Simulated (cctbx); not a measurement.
## Ba2LiYbZn3S7 across an absorption edge

Space group P4mm (no. 99), a = 4.6080 Å, b = 4.6080 Å, c = 15.5800 Å, α = 90.00°, β = 90.00°, γ = 90.00°.

| atom | mult. | x | y | z | Ueq (Å²) |
| --- | --- | --- | --- | --- | --- |
| Yb1 | 1 | 1/2 | 1/2 | 0.4891 | 0.0080 |
| Ba1 | 1 | 1/2 | 1/2 | 0.2175 | 0.0098 |
| Ba2 | 1 | 1/2 | 1/2 | 0.7603 | 0.0079 |
| Zn1 | 1 | 0 | 0 | 0.0412 | 0.0094 |
| Zn2 | 1 | 0 | 0 | 0.3631 | 0.0126 |
| Zn3 | 1 | 0 | 0 | 0.6283 | 0.0099 |
| S1 | 1 | 0 | 0 | 0.7819 | 0.0131 |
| S2 | 2 | 1/2 | 0 | 0.0582 | 0.0114 |
| S3 | 2 | 0 | 1/2 | 0.3615 | 0.0120 |
| S4 | 2 | 0 | 1/2 | 0.5984 | 0.0119 |
| Li1 | 1 | 1/2 | 1/2 | 0.0109 | 0.0216 |

The model is made up (kin elements in a known structure type, no relaxation), so it says nothing on whether the phase exists.

Calculated with cctbx: free-atom f′ and f″ from the Sasaki tables, no fine structure; amplitudes in electrons.

| E (eV) | F 0 0 4 | F 1 0 3 | F 0 1 0 | F 1 1 1 |
| --- | --- | --- | --- | --- |
| 4647 | 82.8 | 139.1 | 53.6 | 43.4 |
| 4997 | 81.1 | 136.9 | 49.5 | 43.5 |
| 5127 | 79.9 | 135.4 | 46.1 | 43.8 |
| 5187 | 79.0 | 134.1 | 42.9 | 44.1 |
| 5217 | 78.2 | 132.9 | 39.9 | 44.4 |
| 5232 | 77.6 | 131.8 | 36.8 | 44.7 |
| 5239 | 77.1 | 130.7 | 34.1 | 45.0 |
| 5243 | 76.6 | 129.6 | 31.3 | 45.3 |
| 5251 | 88.8 | 131.6 | 37.9 | 44.4 |
| 5255 | 89.2 | 132.8 | 40.5 | 44.0 |
| 5262 | 89.6 | 133.8 | 43.0 | 43.6 |
| 5277 | 90.1 | 134.9 | 45.6 | 43.3 |
| 5307 | 90.5 | 136.0 | 48.2 | 42.9 |
| 5397 | 90.8 | 137.1 | 51.2 | 42.4 |
| 5647 | 95.2 | 137.3 | 53.4 | 41.8 |

**Question.** Which edge is crossed, and why do the reflections move as they do?

The L3 edge of Ba. The edge is at 5247 eV. f′ of Ba falls from -11.8 e at 5127 eV to -19.6 e at 4 eV below it, and f″ steps from 3.47 to 10.78 e across it. Over that approach |F| changes by -4 % (0 0 4), -4 % (1 0 3), -32 % (0 1 0) and +3 % (1 1 1): a reflection falls where Ba scatters in phase with the total and rises where it scatters against it; it hardly moves where the Ba term is small or cancels by symmetry or lies in quadrature to the total. The f″ term interferes with the normal scattering with opposite sign for the two Friedel mates. The largest Friedel difference in the scan is 50.9 % of the mean (0 0 4, at 5647 eV).
